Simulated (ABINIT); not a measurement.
Entries from a set of simulations; values are calculated unless marked as measured.

### Quasiparticle gap of LiCl (Fm-3m) in ABINIT

The structure is cubic, space group Fm-3m (No. 225). The conventional cell has a = 5.143 Å, b = 5.143 Å, c = 5.143 Å, α = 90.00°, β = 90.00°, γ = 90.00°. Li has 6 Cl at 2.57 Å nearest. Nearest to Cl lie 6 Li at 2.57 Å. Farther neighbours, and contacts between anions beyond the nearest, are not listed.

- method: RPA screening on PBE, plane waves, norm-conserving pseudopotentials (and 2 further levels or steps)
- program: ABINIT 10.8.3
- settings: cutoff 33 Ha, PseudoDojo scalar-relativistic 0.4.1 standard, norm-conserving, ngkpt (4, 4, 4), nband 256, ecuteps 9.6 Ha, inclvkb 2, shiftk (0, 0, 0), symchi 1, awtr 1, frequency ppm, 4×4×4 k-mesh
- cost: 5 runs, 3.2 min in all on 4 MPI ranks of Intel Xeon Platinum 8259CL at 2.50GHz (Skylake/Cascade Lake), shared host
- notes: The cell and positions come from the Crystallography Open Database and are kept as given unless a step says otherwise. The 4×4×4 mesh is coarse for this cell, which bears on the long-range parts of exchange and screening.
- PBE gap: 6.28 eV, indirect (only 2 meV under the direct gap)
- G0W0 gap on the mesh: 9.02 eV
- GW settings: 4×4×4 mesh, 256 bands, screening to 261.2 eV, Godby-Needs plasmon pole
- known limits: short of the basis limit; coarse k mesh

G0W0 moves the gap on the mesh from 6.28 eV to 9.02 eV (+2.73 eV), with Z of 0.80 and 0.85 at the edges. Local fields lower the RPA ε∞ on this mesh from 3.34 to 2.84; a Γ-centred mesh this coarse tends to raise both, most where the direct gap is narrow, while a short band sum lowers them.

[Paths, hosts, dates, memory and timing lines, banners, echoed tables and standing remarks are left out of the program output; an Ansatz launch command may be rebuilt from the run's recorded settings. Measured values are a selection of at most five: reports struck by readers or far from the other reports are left out. None is set beside runs whose start may be inverted or whose files or cutoffs have a known fault.]

[Runs of the session that timed out or met a known fault of the program may be left out.]

[Hosts, paths, dates, database ids (printed as entryN), source tags and the programs' standing remarks are cut or masked in the printed files.]

[G0W0 gaps are taken among the corrected bands and points alone; a level outside them can change the order at an edge.]

[Where Ansatz stands beside ABINIT at settings called matched, ABINIT's density can come from a denser mesh and the files from another edition; pairs whose starting gaps differed by over 0.03 eV were left out, so agreement reads better than it is.]
